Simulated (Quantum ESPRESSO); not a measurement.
# Wannier-interpolated electron–phonon scattering in Zr (P6_3/mmc)

Wanted: λ, Tc and ρ(T) of Zr (P6_3/mmc) from Quantum ESPRESSO and EPW.

Method: DFT LDA, scalar-relativistic, plane waves, PseudoDojo 0.4.1 norm-conserving pseudopotentials, in Quantum ESPRESSO 7.5.

Most raw output is cut from this account.

## Step 1: Starting point

Symmetry: P6_3/mmc, No. 194, hexagonal system. The conventional cell has a = 3.232 Å, b = 3.232 Å, c = 5.147 Å, α = 90.00°, β = 90.00°, γ = 120.00°. Nearest to Zr lie 12 Zr at 3.18 to 3.23 Å.

## Step 2: Relaxation

The cell is relaxed under the functional used for all that follows.

Input file relax.in:

```
&control
   calculation = 'vc-relax'
   prefix = 'x'
   outdir = './tmp'
   pseudo_dir = './pseudo'
   tprnfor = .true.
   tstress = .true.
   etot_conv_thr = 1.0d-05
   forc_conv_thr = 4.0d-04
/
&system
   ibrav = 0
   nat = 2
   ntyp = 1
   ecutwfc = 70.0
   occupations = 'smearing'
   smearing = 'mv'
   degauss = 0.02
/
&electrons
   conv_thr = 1.0d-11
/
&ions
/
&cell
   press_conv_thr = 0.4
/
ATOMIC_SPECIES
 Zr     91.2240  Zr.upf
CELL_PARAMETERS angstrom
     3.232000000    0.000000000    0.000000000
    -1.616000000    2.798994105    0.000000000
     0.000000000    0.000000000    5.147000000
ATOMIC_POSITIONS crystal
 Zr     0.333333333   0.666666667   0.250000000
 Zr     0.666666667   0.333333333   0.750000000
K_POINTS automatic
 9 9 6 0 0 0
```

Started as:

```console
OMP_NUM_THREADS=1 mpirun -n 8 pw.x -nk 8 -in relax.in > relax.out
```

It took 30 s on 8 MPI ranks of Arm Neoverse V2, shared host; 4 min of CPU time.

This step gave:

| Item | Value |
| --- | --- |
| free energy | -2758.3672 eV |
| pressure | -0.001667 GPa |
| volume per atom | 21.79 Å³/atom |

The volume ends at 21.79 Å³ an atom, -6.4 % from the start.

## Step 3: Ground state

Linear response needs a tightly converged ground state.

Input file scf.in:

```
&control
   calculation = 'scf'
   prefix = 'x'
   outdir = './tmp'
   pseudo_dir = './pseudo'
   tprnfor = .true.
   tstress = .true.
/
&system
   ibrav = 0
   nat = 2
   ntyp = 1
   ecutwfc = 70.0
   occupations = 'smearing'
   smearing = 'mv'
   degauss = 0.02
/
&electrons
   conv_thr = 1.0d-12
/
ATOMIC_SPECIES
 Zr     91.2240  Zr.upf
CELL_PARAMETERS angstrom
     3.148007000    0.000000000    0.000000000
    -1.574003500    2.726254000    0.000000000
     0.000000000    0.000000000    5.078935400
ATOMIC_POSITIONS crystal
 Zr     0.333333300   0.666666700   0.250000000
 Zr     0.666666700   0.333333300   0.750000000
K_POINTS automatic
 9 9 6 0 0 0
```

Started as:

```console
OMP_NUM_THREADS=1 mpirun -n 8 pw.x -nk 8 -in scf.in > scf.out
```

Elapsed: 4.1 s, on 8 MPI ranks; 32 s of CPU time.

This step gave:

```yaml
fermi_energy: 14.94 eV
pressure: -0.001 GPa
```

The Fermi level lies at 14.94 eV and the pressure is -0.001 GPa.

## Step 4: Phonons on the coarse mesh

ph.x gives the dynamical matrices and the changes of the potential on a coarse q mesh, which EPW interpolates.

Input file ph.in:

```
phonons
&inputph
   prefix = 'x'
   outdir = './tmp'
   tr2_ph = 1.0d-14
   fildyn = 'x.dyn'
   fildvscf = 'dvscf'
   ldisp = .true.
   nq1 = 3
   nq2 = 3
   nq3 = 2
   alpha_mix(1) = 0.5
   amass(1) = 91.224
/
```

Started as:

```console
OMP_NUM_THREADS=1 mpirun -n 8 ph.x -nk 8 -in ph.in > ph.out
```

It took 11 min on 8 MPI ranks; 84 min of CPU time.

Numbers from this step:

```
lowest frequency off the zone centre                                            : 39.88 cm⁻¹
largest magnitude of the acoustic modes at the zone centre, before the sum rule : 8.246 cm⁻¹
```

Frequencies at the irreducible wavevectors:

```tsv
q1	q2	q3	star	mode 1 (cm⁻¹)	mode 2 (cm⁻¹)	mode 3 (cm⁻¹)	mode 4 (cm⁻¹)	mode 5 (cm⁻¹)	mode 6 (cm⁻¹)
0	0	0	1	-8.2	-8.2	-6.9	54.9	54.9	178.7
0	0	-0.5	1	39.9	39.9	39.9	39.9	138.2	138.2
0	0.3333	0	6	59.6	69.4	139.7	151.4	169.2	169.4
0	0.3333	-0.5	6	104.2	104.2	113.2	113.2	178.4	178.4
0.3333	0.3333	0	2	125.4	125.4	146.3	149.9	149.9	211.9
0.3333	0.3333	-0.5	2	70.1	70.1	175.5	175.5	185.5	185.5
```

The lowest mode off the zone centre lies at 39.9 cm⁻¹ and the highest of all solved modes at 212 cm⁻¹, so the solved wavevectors are stable. The acoustic modes at the centre lie within 8.2 cm⁻¹ of zero before the sum rule is imposed.

## Step 5: Bands for the check

Bands on a path serve later as the test of the Wannier interpolation; inside the frozen window, points that lie on the coarse mesh match by construction, and those between them test it.

Input file bands.in:

```
&control
   calculation = 'bands'
   prefix = 'x'
   outdir = './tmp'
   pseudo_dir = './pseudo'
   verbosity = 'high'
/
&system
   ibrav = 0
   nat = 2
   ntyp = 1
   ecutwfc = 70.0
   occupations = 'smearing'
   smearing = 'mv'
   degauss = 0.02
   nbnd = 54
/
&electrons
   conv_thr = 1.0d-10
/
ATOMIC_SPECIES
 Zr     91.2240  Zr.upf
CELL_PARAMETERS angstrom
     3.148007000    0.000000000    0.000000000
    -1.574003500    2.726254000    0.000000000
     0.000000000    0.000000000    5.078935400
ATOMIC_POSITIONS crystal
 Zr     0.333333300   0.666666700   0.250000000
 Zr     0.666666700   0.333333300   0.750000000
K_POINTS crystal
42
 0.00000000 0.00000000 0.00000000 0.02380952
 0.05000000 -0.00000000 0.00000000 0.02380952
 0.10000000 -0.00000000 0.00000000 0.02380952
 0.15000000 -0.00000000 0.00000000 0.02380952
[the list of k-points goes on]
```

Started as:

```console
OMP_NUM_THREADS=1 mpirun -n 8 pw.x -nk 8 -in bands.in > bands.out
```

It took 8.9 s on 8 MPI ranks.

## Step 6: States on the coarse mesh

Wannier functions need the states on a full uniform k mesh, and the couplings need it to be a multiple of the q mesh.

Input file nscf.in:

```
&control
   calculation = 'nscf'
   prefix = 'x'
   outdir = './tmp'
   pseudo_dir = './pseudo'
   verbosity = 'high'
/
&system
   ibrav = 0
   nat = 2
   ntyp = 1
   ecutwfc = 70.0
   occupations = 'smearing'
   smearing = 'mv'
   degauss = 0.02
   nbnd = 54
/
&electrons
   conv_thr = 1.0d-11
/
ATOMIC_SPECIES
 Zr     91.2240  Zr.upf
CELL_PARAMETERS angstrom
     3.148007000    0.000000000    0.000000000
    -1.574003500    2.726254000    0.000000000
     0.000000000    0.000000000    5.078935400
ATOMIC_POSITIONS crystal
 Zr     0.333333300   0.666666700   0.250000000
 Zr     0.666666700   0.333333300   0.750000000
K_POINTS crystal
486
 0.00000000 0.00000000 0.00000000 0.00205761
 0.00000000 0.00000000 0.16666667 0.00205761
 0.00000000 0.00000000 0.33333333 0.00205761
 0.00000000 0.00000000 0.50000000 0.00205761
[the list of k-points goes on]
```

Started as:

```console
OMP_NUM_THREADS=1 mpirun -n 8 pw.x -nk 8 -in nscf.in > nscf.out
```

It took 1.7 min on 8 MPI ranks.

## Step 7: Wannier functions and couplings

Projections Zr s, p, d start 18 Wannier functions; states up to 2.5 eV over the Fermi level are frozen, and the projected functions are kept without the localisation step. Hamiltonian, force constants and couplings go to real space.

Input file epw1.in:

```
--
&inputepw
   prefix = 'x'
   outdir = './tmp'
   dvscf_dir = './save'
   elph = .true.
   etf_mem = 1
   nbndsub = 18
   bands_skipped = 'exclude_bands = 1-8'
   use_ws = .true.
   vme = 'wannier'
   asr_typ = 'crystal'
   nk1 = 9
   nk2 = 9
   nk3 = 6
   nq1 = 3
   nq2 = 3
   nq3 = 2
   amass(1) = 91.224
   epwwrite = .true.
   epwread = .false.
   wannierize = .true.
   num_iter = 0
   dis_win_max = 54.94
   dis_froz_max = 17.438
   proj(1) = 'Zr:s;p;d'
   wdata(1) = 'dis_num_iter = 600'
   wdata(2) = 'guiding_centres = .true.'
   wdata(3) = 'num_print_cycles = 50'
   wdata(4) = 'dis_mix_ratio = 0.7'
   band_plot = .true.
   filkf = 'path.dat'
   filqf = 'path.dat'
   fsthick = 100.0
   efermi_read = .true.
   fermi_energy = 14.9383
/
```

Started as:

```console
OMP_NUM_THREADS=1 mpirun -n 8 epw.x -nk 8 -in epw1.in > epw1.out
```

Wall time 9.9 min (8 MPI ranks); 79 min of CPU time.

Numbers from this step:

```yaml
r_m_s_error_of_the_interpolated_bands_from_2_ev_under_to_1_ev_over_the_fermi_level: 2.5 meV
largest_error_in_that_range: 10.2 meV
lowest_interpolated_frequency_on_the_path: 0 cm⁻¹
```

Electronic bands along the path, in eV, zero at the Fermi level; # counts the bands kept:

```tsv
point	#1	#2	#3	#4	#5	#6	#7	#8
Γ	-5.74	-3.21	0.88	0.88	0.91	1.42	1.61	1.61
halfway	-4.11	-2.14	-0.94	-0.54	0.66	1.28	1.37	2.59
M	-2.80	-2.59	-2.35	0.04	0.58	0.79	1.52	5.37
0.40 of the way	-2.37	-2.31	-2.22	-0.26	0.36	0.69	1.59	4.87
K	-2.31	-1.31	-1.31	-1.08	0.25	0.25	1.88	4.58
0.55 of the way	-3.92	-1.80	-0.99	-0.95	0.66	0.71	1.75	2.27
Γ	-5.74	-3.21	0.88	0.88	0.91	1.42	1.61	1.61
0.40 of the way	-5.39	-3.22	0.66	0.75	0.75	0.81	1.37	1.37
A	-3.98	-3.98	0.00	0.00	0.80	0.80	0.80	0.80
halfway	-2.91	-2.91	-0.83	-0.83	0.46	0.46	1.93	1.93
L	-3.06	-3.06	-1.22	-1.22	1.96	1.96	2.38	2.38
```

The same for Wannier interpolation:

```tsv
point	#1	#2	#3	#4	#5	#6	#7	#8
Γ	-5.74	-3.21	0.88	0.88	0.91	1.42	1.61	1.61
M	-2.79	-2.59	-2.35	0.04	0.58	0.79	1.51	5.50
K	-2.31	-1.31	-1.31	-1.08	0.25	0.25	1.88	4.65
Γ	-5.74	-3.21	0.88	0.88	0.91	1.42	1.61	1.61
A	-3.98	-3.98	0.00	0.00	0.80	0.80	0.80	0.80
L	-3.06	-3.06	-1.22	-1.22	1.95	1.95	2.38	2.38
```

Phonon branches along the path, in cm⁻¹:

```tsv
point	branch 1	branch 2	branch 3	branch 4	branch 5	branch 6
Γ	0	0	0	56	56	179
halfway	52	52	117	121	144	175
M	66	90	158	161	182	188
0.40 of the way	90	97	152	154	181	195
K	126	126	146	150	150	212
0.55 of the way	56	71	102	139	144	174
Γ	0	0	0	56	56	179
0.40 of the way	18	18	53	53	64	173
A	41	41	41	41	138	138
halfway	88	88	101	101	164	164
L	118	118	120	120	194	194
```

Near the Fermi level the interpolated bands miss those of pw.x by 2 meV r.m.s. and 10 meV at most, each level matched to the nearest interpolated one; the r.m.s. value is under the 60 meV set for going on.

## Step 8: Coupling and Tc: fine k 16×16×8, q 8×8×4, width 0.15 eV, window 0.61 eV

The couplings are interpolated to a fine mesh near the Fermi level; their sum gives α²F and λ, and the linearised gap equation gives Tc.

Input file a2f-1.in:

```
--
&inputepw
   prefix = 'x'
   outdir = './tmp'
   dvscf_dir = './save'
   elph = .true.
   etf_mem = 1
   nbndsub = 18
   bands_skipped = 'exclude_bands = 1-8'
   use_ws = .true.
   vme = 'wannier'
   asr_typ = 'crystal'
   nk1 = 9
   nk2 = 9
   nk3 = 6
   nq1 = 3
   nq2 = 3
   nq3 = 2
   amass(1) = 91.224
   epwwrite = .false.
   epwread = .true.
   wannierize = .false.
   nkf1 = 16
   nkf2 = 16
   nkf3 = 8
   nqf1 = 8
   nqf2 = 8
   nqf3 = 4
   mp_mesh_k = .true.
   ephwrite = .true.
   eliashberg = .true.
   liso = .true.
   limag = .true.
   tc_linear = .true.
   tc_linear_solver = 'lapack'
   fsthick = 0.61
   degaussw = 0.15
   degaussq = 0.5
   nqstep = 500
   muc = 0.13
   wscut = 0.3
   nsiter = 500
   nstemp = 7
   temps = 0.5 1.0 2.0 4.0 8.0 16.0 32.0
/
```

Started as:

```console
OMP_NUM_THREADS=1 mpirun -n 8 epw.x -nk 8 -in a2f-1.in > a2f-1.out
```

Elapsed: 70 s, on 8 MPI ranks; 9.3 min of CPU time.

This step gave:

* coupling constant λ: 0.9821
* log mean phonon energy ħω_log: 11.91 meV
* density of states at the Fermi level: 1.035 states/eV a spin and cell
* Fermi level on the fine mesh: 14.97 eV

The a2F has structure finer than the step of the table below, so its rows give means over 1 meV, whole bins alone (the curve runs from 0.057 to 28.3 meV). Peaks (meV: height): 11.2: 0.616, 13.9: 0.267, 15.8: 0.405, 17.8: 0.353, 21.9: 0.675.

A2F against phonon energy; means over each step:

phonon energy (meV), a2F and a bar:
```
        1      0.000 
        2      0.007 
        3      0.038 ##
        4      0.029 #
        5      0.070 ###
        6      0.103 #####
        7      0.149 #######
        8      0.211 ##########
        9      0.429 ####################
       10      0.543 #########################
       11      0.563 ##########################
       12      0.273 #############
       13      0.233 ###########
       14      0.239 ###########
       15      0.229 ###########
       16      0.289 #############
       17      0.180 ########
       18      0.293 ##############
       19      0.281 #############
       20      0.339 ################
       21      0.456 #####################
       22      0.646 ##############################
       23      0.592 ###########################
       24      0.307 ##############
       25      0.027 #
       26      0.009 
       27      0.000
```

λ = 0.982 and ħω_log = 11.9 meV. The eigenvalue passes 1 near 10.0 K.

## Step 9: Resistivity: fine k 20×20×10, q 10×10×5, adaptive width, window 0.32 eV

The Boltzmann equation is solved by iteration on a fine mesh; only states within the window around the Fermi level enter.

Input file bte-1.in:

```
--
&inputepw
   prefix = 'x'
   outdir = './tmp'
   dvscf_dir = './save'
   elph = .true.
   etf_mem = 1
   nbndsub = 18
   bands_skipped = 'exclude_bands = 1-8'
   use_ws = .true.
   vme = 'wannier'
   asr_typ = 'crystal'
   nk1 = 9
   nk2 = 9
   nk3 = 6
   nq1 = 3
   nq2 = 3
   nq3 = 2
   amass(1) = 91.224
   epwwrite = .false.
   epwread = .true.
   wannierize = .false.
   nkf1 = 20
   nkf2 = 20
   nkf3 = 10
   nqf1 = 10
   nqf2 = 10
   nqf3 = 5
   mp_mesh_k = .true.
   scattering = .true.
   iterative_bte = .true.
   epmatkqread = .false.
   assume_metal = .true.
   int_mob = .false.
   carrier = .false.
   ngaussw = -99
   mob_maxiter = 200
   broyden_beta = 0.7
   fsthick = 0.32
   degaussw = 0.0
   nstemp = 6
   temps = 150 200 273 300 400 500
   restart = .false.
   selecqread = .false.
/
```

Started as:

```console
OMP_NUM_THREADS=1 mpirun -n 8 epw.x -nk 8 -in bte-1.in > bte-1.out
```

The job ended after 1.7 min (8 MPI ranks; 13 min of CPU time).

Numbers from this step:

* iterations: 22
* resistivity at 300 K: 65.89 μΩ cm

Resistivity, by row:

```tsv
T (K)	rho_xx (μΩ cm)	rho_yy	rho_zz	relaxation-time approximation, mean of the axes (μΩ cm)
150	29.59	29.59	34.24	30.38
200	40.15	40.15	47.78	41.59
273	55.64	55.64	67.78	58.01
300	61.31	61.31	75.06	64.02
400	81.37	81.37	100.2	85.13
500	99.1	99.1	120.9	103.5
```

ρ(300 K) = 65.9 μΩ cm, mean of the axes; the relaxation-time start gave 64.0. One mesh does not show convergence. The largest adaptive width printed is 0.31 eV, against a window of 0.32 eV outside which no state is counted.

## Step 10: Resistivity, input with a fault, fine q mesh 16×16×8, fine mesh 16×16×8

A variant of the settings follows.

bad.in, as its differences from bte-1.in of step 9:

```diff
@@ -22,8 +22,8 @@
    wannierize = .false.
-   nkf1 = 20
-   nkf2 = 20
-   nkf3 = 10
-   nqf1 = 10
-   nqf2 = 10
-   nqf3 = 5
+   nkf1 = 16
+   nkf2 = 16
+   nkf3 = 8
+   nqf1 = 16
+   nqf2 = 16
+   nqf3 = 8
    mp_mesh_k = .true.
@@ -38,3 +38,3 @@
    broyden_beta = 0.7
-   fsthick = 0.32
+   fsthick = 0.05
    degaussw = 0.0
```

Started as:

```console
OMP_NUM_THREADS=1 mpirun -n 8 epw.x -nk 8 -in bad.in > bad.out
```

Elapsed: 3.7 min, on 8 MPI ranks.

Numbers from this step:

| Property | Result |
| --- | --- |
| iterations | 21 |
| resistivity at 300 K | 76.00 μΩ cm |

Resistivity, by row:

```tsv
T (K)	rho_xx (μΩ cm)	rho_yy	rho_zz	relaxation-time approximation, mean of the axes (μΩ cm)
150	27.82	27.82	32.62	29.15
200	43.52	43.52	38.15	41.54
273	72.51	72.51	51.37	65.31
300	85.19	85.19	57.63	75.84
400	141	141	86.88	122.7
500	206.6	206.6	125.3	178.9
```

This input has a window narrower than the thermal spread, and its ρ(300 K) = 76.0 μΩ cm is no result.

## Step 11: Coupling and Tc: fine k 26×26×14, q 13×13×7, width 0.1 eV, window 0.41 eV

The sum is repeated with other meshes, delta width and window to test it.

Input file a2f-2.in:

```
--
&inputepw
   prefix = 'x'
   outdir = './tmp'
   dvscf_dir = './save'
   elph = .true.
   etf_mem = 1
   nbndsub = 18
   bands_skipped = 'exclude_bands = 1-8'
   use_ws = .true.
   vme = 'wannier'
   asr_typ = 'crystal'
   nk1 = 9
   nk2 = 9
   nk3 = 6
   nq1 = 3
   nq2 = 3
   nq3 = 2
   amass(1) = 91.224
   epwwrite = .false.
   epwread = .true.
   wannierize = .false.
   nkf1 = 26
   nkf2 = 26
   nkf3 = 14
   nqf1 = 13
   nqf2 = 13
   nqf3 = 7
   mp_mesh_k = .true.
   ephwrite = .true.
   eliashberg = .true.
   liso = .true.
   limag = .true.
   tc_linear = .true.
   tc_linear_solver = 'lapack'
   fsthick = 0.41
   degaussw = 0.1
   degaussq = 0.5
   nqstep = 500
   muc = 0.13
   wscut = 0.3
   nsiter = 500
   nstemp = 7
   temps = 0.5 1.0 2.0 4.0 8.0 16.0 32.0
/
```

Started as:

```console
OMP_NUM_THREADS=1 mpirun -n 8 epw.x -nk 8 -in a2f-2.in > a2f-2.out
```

It took 7 min on 8 MPI ranks.

This step gave:

```yaml
coupling_constant_lambda: 0.8915
log_mean_phonon_energy_omega_log: 12.09 meV
density_of_states_at_the_fermi_level: 1.094 states/eV a spin and cell
```

A2F against phonon energy; read off at these points:

```tsv
phonon energy (meV)	a2F
1.0	0.00108
2.0	0.0121
3.0	0.0163
4.0	0.0269
5.0	0.0476
6.0	0.0766
7.0	0.132
8.0	0.181
9.0	0.423
10.0	0.526
10.2	0.578
11.0	0.363
12.0	0.353
13.0	0.247
14.0	0.232
15.0	0.170
16.0	0.198
17.0	0.256
18.0	0.258
19.0	0.282
20.0	0.318
21.0	0.380
22.0	0.689
23.0	0.536
24.0	0.247
25.0	0.0254
26.0	0.00792
27.0	7.4e-5
28.0	0
```

Tc lies where the eigenvalue is 1; mu* = 0.13. Eigenvalue against temperature:

```tsv
T (K)	largest eigenvalue of the linearised gap equation
0.5	3.05
1	2.536
2	2.027
4	1.526
8	1.037
16	0.5803
32	0.2202
```

λ = 0.891 and ħω_log = 12.1 meV, against 0.982 and 11.9 with fine k 16×16×8, q 8×8×4, width 0.15 eV (-9 % in λ). The eigenvalue passes 1 near 8.5 K.

## Step 12: Coupling and Tc: fine k 26×26×14, q 13×13×7, width 0.05 eV, window 0.3 eV

The sum is repeated with other delta width and window to test it.

a2f-3.in, as its differences from a2f-2.in of step 11:

```diff
@@ -35,4 +35,4 @@
    tc_linear_solver = 'lapack'
-   fsthick = 0.41
-   degaussw = 0.1
+   fsthick = 0.3
+   degaussw = 0.05
    degaussq = 0.5
```

Started as:

```console
OMP_NUM_THREADS=1 mpirun -n 8 epw.x -nk 8 -in a2f-3.in > a2f-3.out
```

Wall time 5.9 min (8 MPI ranks); 47 min of CPU time.

Numbers from this step:

| Property | Result |
| --- | --- |
| coupling constant λ | 0.8475 |
| log mean phonon energy ħω_log | 12.23 meV |
| density of states at the Fermi level | 1.222 states/eV a spin and cell |

The a2F by phonon energy; read off at these points:

```tsv
phonon energy (meV)	a2F
1.0	0.00118
2.0	0.0115
3.0	0.0154
4.0	0.0232
5.0	0.0381
6.0	0.0586
7.0	0.124
8.0	0.175
9.0	0.423
10.0	0.484
10.4	0.539
11.0	0.338
12.0	0.333
13.0	0.235
14.0	0.222
15.0	0.163
16.0	0.176
17.0	0.255
18.0	0.261
19.0	0.295
20.0	0.331
21.0	0.386
22.0	0.694
23.0	0.493
24.0	0.201
25.0	0.0254
26.0	0.00881
27.0	1.5e-4
28.0	0
```

λ = 0.847 and ħω_log = 12.2 meV, against 0.891 and 12.1 with fine k 26×26×14, q 13×13×7, width 0.1 eV (-5 % in λ). The eigenvalue passes 1 near 7.7 K.

## Step 13: Summary of results

| Quantity | Value |
| --- | --- |
| Wannier functions, band error | 18 functions; 2 meV r.m.s. |
| coupling constant λ, fine k 26×26×14, q 13×13×7, width 0.1 eV, window 0.41 eV | 0.891 |
| ħω_log | 12.1 meV |
| Tc at μ* = 0.13, Allen–Dynes | 7.1 K |
| resistivity at 300 K, 20×20×10 | 65.9 μΩ cm, unsound |

What this shows: Step 11: The most distinct maxima of the a2F lie at 10.2 and 21.9 meV, the highest at 21.9 meV. Step 12: Twice the integral of α²F/ω over this curve gives λ = 0.85, half of it from below 12.0 meV. Step 12: Distinct peaks of the a2F stand at 10.4 and 21.9 meV; the one at 21.9 meV is strongest. On the finest meshes run, Zr (P6_3/mmc) has λ = 0.89 and an unconverged phonon-limited resistivity of 65.9 μΩ cm at 300 K. The resistivity rests on one fine mesh, a coarse one, and its convergence is untested: it is no result for this metal. On the finest mesh the adaptive width still reaches 0.31 eV against a window of 0.32 eV; the window, which cuts off final states, was not widened. N(E_F) runs from 1.0 to 1.2 states/eV a spin over these sums; λ is quoted for fine k 26×26×14, q 13×13×7, width 0.1 eV, and it is not converged. The Eliashberg Tc is interpolated in log T between temperatures a factor of two apart, and its μ* acts up to a cut-off of 0.3 eV, so it weighs less than the same number in Allen and Dynes's formula. The relaxed volume lies -6.4 % from the database entry, which shifts the phonons and with them λ and ρ. Over the sums on sound settings, λ spans 0.847 to 0.982, and the Allen–Dynes Tc 6.4 to 8.5 K. Between 150 and 500 K the resistivity rises by a factor of 3.42, against 3.33 for a straight line through the origin. At 300 K the components are 61.3, 61.3 and 75.1 μΩ cm (xx, yy, zz); the mean is quoted. Measured: resistivity: 43.3 μΩ cm at 300 K (at 300 K; handbook value for the pure polycrystalline metal; quoted in “CRC Handbook of Chemistry and Physics, 84th edition, Electrical Resistivity of Pure Metals”, 2003, CRC Press, section 12, read from Wikipedia's data page); the unsound value above is not graded against it. Measured: resistivity: 76.5 μΩ cm at 500 K (at 500 K; handbook value for the pure polycrystalline metal; quoted in “CRC Handbook of Chemistry and Physics, 84th edition, Electrical Resistivity of Pure Metals”, 2003, CRC Press, section 12, read from Wikipedia's data page); the unsound value above is not graded against it. Measured: transition temperature: 0.55 K (bulk, normal pressure; compiled value; quoted in “List of superconductors”, 2026, Wikipedia's table of superconducting elements, as read in December); Allen and Dynes's formula gives 7.1 K at μ* = 0.13, a miss by a large factor whose cause these runs do not show; μ* is typed and spin fluctuations are left out. The q mesh of ph.x (3×3×2), the k mesh and smearing of the ground state (9×9×6) and EPW's coarse k mesh (9×9×6) were not varied. Only scattering by harmonic phonons counts; impurities, grain boundaries and thermal expansion are left out, and μ* is typed.

[The logs of pw.x and epw.x are selected lines.]

[Logs are printed without paths, hosts, clocks, repeated set-up lines and the standing remarks that a program may print on its own settings, such as how far it seeks lower states.]

[Hosts, paths, dates, database ids (printed as entryN), source tags and the programs' standing remarks are cut or masked in the printed files.]
